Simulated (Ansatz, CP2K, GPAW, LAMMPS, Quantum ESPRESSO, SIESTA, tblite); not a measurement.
## Finding the fault: CP2K, amorphous 64SiO2-25Y2O3-11Al2O3 (mol %) (164 atoms)

Program: CP2K 2026.2, a calculation on a cell of 28 Si, 22 Y, 10 Al and 104 O, 14.0 Å³ an atom.

Input file input.inp:

```
&GLOBAL
  PROJECT cell
  RUN_TYPE ENERGY_FORCE
  PRINT_LEVEL LOW
&END GLOBAL
&FORCE_EVAL
  METHOD QS
  STRESS_TENSOR ANALYTICAL
  &DFT
    BASIS_SET_FILE_NAME BASIS_MOLOPT_UZH
    POTENTIAL_FILE_NAME POTENTIAL_UZH
    &MGRID
      CUTOFF 600
      REL_CUTOFF 50
      NGRIDS 5
    &END MGRID
    &QS
      EPS_DEFAULT 1.0E-12
    &END QS
    &SCF
      SCF_GUESS ATOMIC
      EPS_SCF 1.0E-06
      MAX_SCF 2
      ADDED_MOS 20
      &DIAGONALIZATION
        ALGORITHM STANDARD
      &END DIAGONALIZATION
      &SMEAR ON
        METHOD FERMI_DIRAC
        ELECTRONIC_TEMPERATURE [K] 580
      &END SMEAR
      &MIXING
        METHOD BROYDEN_MIXING
        ALPHA 0.3
        NBROYDEN 8
      &END MIXING
      &PRINT
        &RESTART OFF
        &END RESTART
      &END PRINT
    &END SCF
    &XC
      &XC_FUNCTIONAL PBE
      &END XC_FUNCTIONAL
    &END XC
    &PRINT
      &MULLIKEN ON
      &END MULLIKEN
      &HIRSHFELD ON
        SHAPE_FUNCTION DENSITY
      &END HIRSHFELD
      &MO ON
        EIGENVALUES T
        OCCUPATION_NUMBERS T
        MO_INDEX_RANGE 493 516
        &EACH
          QS_SCF 0
        &END EACH
        ADD_LAST NUMERIC
      &END MO
    &END PRINT
  &END DFT
  &SUBSYS
    &CELL
      A 13.19483 0.00000 0.00000
      B 0.00000 13.19483 0.00000
      C 0.00000 0.00000 13.19483
    &END CELL
    &COORD
      Si 11.64101 10.80920 12.76296
      Si 3.28974 0.13498 6.28259
      Si 10.70233 4.95545 4.75014
      Si 4.84277 7.82229 3.55574
      Si 8.24149 3.27047 11.19054
      Si 7.82440 4.41750 5.91551
      Si 8.33913 0.61026 12.52493
      Si 2.57603 2.84678 1.45671
      Si 1.06878 7.76476 1.21551
      Si 12.56808 2.76762 5.79900
[... 150 atom lines left out ...]
      O 6.27704 1.95415 2.58685
      O 1.59552 4.39018 12.10190
      O 9.90826 0.52318 12.69738
      O 8.13593 1.64988 11.30348
    &END COORD
    &KIND Si
      BASIS_SET DZVP-MOLOPT-PBE-GTH-q4
      POTENTIAL GTH-PBE-q4
    &END KIND
    &KIND Y
      BASIS_SET DZVP-MOLOPT-PBE-GTH-q11
      POTENTIAL GTH-PBE-q11
    &END KIND
    &KIND Al
      BASIS_SET DZVP-MOLOPT-PBE-GTH-q3
      POTENTIAL GTH-PBE-q3
    &END KIND
    &KIND O
      BASIS_SET DZVP-MOLOPT-PBE-GTH-q6
      POTENTIAL GTH-PBE-q6
    &END KIND
  &END SUBSYS
  &PRINT
    &FORCES ON
    &END FORCES
    &STRESS_TENSOR ON
    &END STRESS_TENSOR
  &END PRINT
&END FORCE_EVAL
```

On the command line:

```sh
> OMP_NUM_THREADS=1 mpirun -np 4 cp2k.psmp -i input.inp > output.txt
```

Numbers of over 12 decimals in the logs are rounded to 6 here.

The program printed:

```text
CP2K| version string:                                       CP2K version 2026.2
 CP2K| Input file name                                                 input.inp
 GLOBAL| Basis set file name                                    BASIS_MOLOPT_UZH
 GLOBAL| Potential file name                                       POTENTIAL_UZH
 GLOBAL| Run type                                                   ENERGY_FORCE
 GLOBAL| Total number of message passing processes                             4
 GLOBAL| Number of threads for this process                                    1
 TOTAL NUMBERS AND MAXIMUM NUMBERS
  Total number of            - Atomic kinds:                                   4
                             - Atoms:                                        164
                             - Shell sets:                                   164
                             - Shells:                                       886
                             - Primitive Cartesian functions:                826
                             - Cartesian basis functions:                   2670
                             - Spherical basis functions:                   2418
  Maximum angular momentum of- Orbital basis functions:                        3
                             - Local part of the GTH pseudopotential:          4
                             - Non-local part of the GTH pseudopotential:      4
 SCF PARAMETERS         Density guess:                                    ATOMIC
                        max_scf:                                               2
                        eps_scf:                                        1.00E-06
                        added MOs                                        20    0
                        Mixing method:                            BROYDEN_MIXING
                                                charge density mixing in g-space
                        Smear method:                                FERMI_DIRAC
                        Electronic temperature [K]:                        580.0
                        Electronic temperature [a.u.]:                  1.84E-03
                        Accuracy threshold:                             1.00E-10
 Extrapolation method: initial_guess
 Number of electrons:                                                       1008
 Number of occupied orbitals:                                                504
 Number of molecular orbitals:                                               524
 Number of orbital functions:                                               2418
 Number of independent orbital functions:                                   2418
 SCF WAVEFUNCTION OPTIMIZATION
  Step     Update method      Time    Convergence         Total energy    Change
     1 NoMix/Diag. 0.30E+00   13.5     1.93292016     -2651.8061996386 -2.65E+03
     2 Broy./Diag. 0.30E+00   13.9     0.15866997     -2480.0487958466  1.72E+02
  Leaving inner SCF loop after reaching     2 steps.
  Electronic density on regular grids:      -1008.0000000000        0.0000000000
  Core density on regular grids:             1007.9999999993       -0.0000000007
  Total charge density on r-space grids:       -0.0000000007
  Total charge density g-space grids:          -0.0000000007
  Overlap energy of the core charge distribution:               1.22904e-06
  Self energy of the core charge distribution:              -6244.197970
  Core Hamiltonian energy:                                   1855.587364
  Hartree energy:                                            2431.101623
  Exchange-correlation energy:                               -522.539815
  Electronic entropic energy:                                  -0.000000
  Fermi energy:                                                 0.210064
  Total energy:                                             -2480.048796
  Total energy (extrapolated to T->0):                      -2480.048796
 *   ___                                                                       *
 *  /   \                                                                      *
 * [ABORT]                                                                     *
 *  \___/     SCF run NOT converged. To continue the calculation regardless,   *
 *    |             please set the keyword IGNORE_CONVERGENCE_FAILURE.         *
 *  O/|                                                                        *
 * /| |                                                                        *
```

Elapsed: 39 s, on 4 MPI ranks of Arm Neoverse V2, shared host; peak memory 6.8 GiB.

Banners, paths, timers and routine set-up lines are dropped from the logs unmarked, and long logs keep their key lines alone; longer cuts are marked.

Why should this run not be trusted?

Too few SCF iterations: iteration limit 2.

The run ended unconverged.

[Also dropped from logs without a mark: logging warnings of Python, and SIESTA's first energy breakdown and zero terms.]

[Logs are printed without paths, hosts, clocks, repeated set-up lines and the standing remarks that a program may print on its own settings, such as how far it seeks lower states.]

[Hosts, paths, dates, database ids (printed as entryN), source tags and the programs' standing remarks are cut or masked in the printed files.]
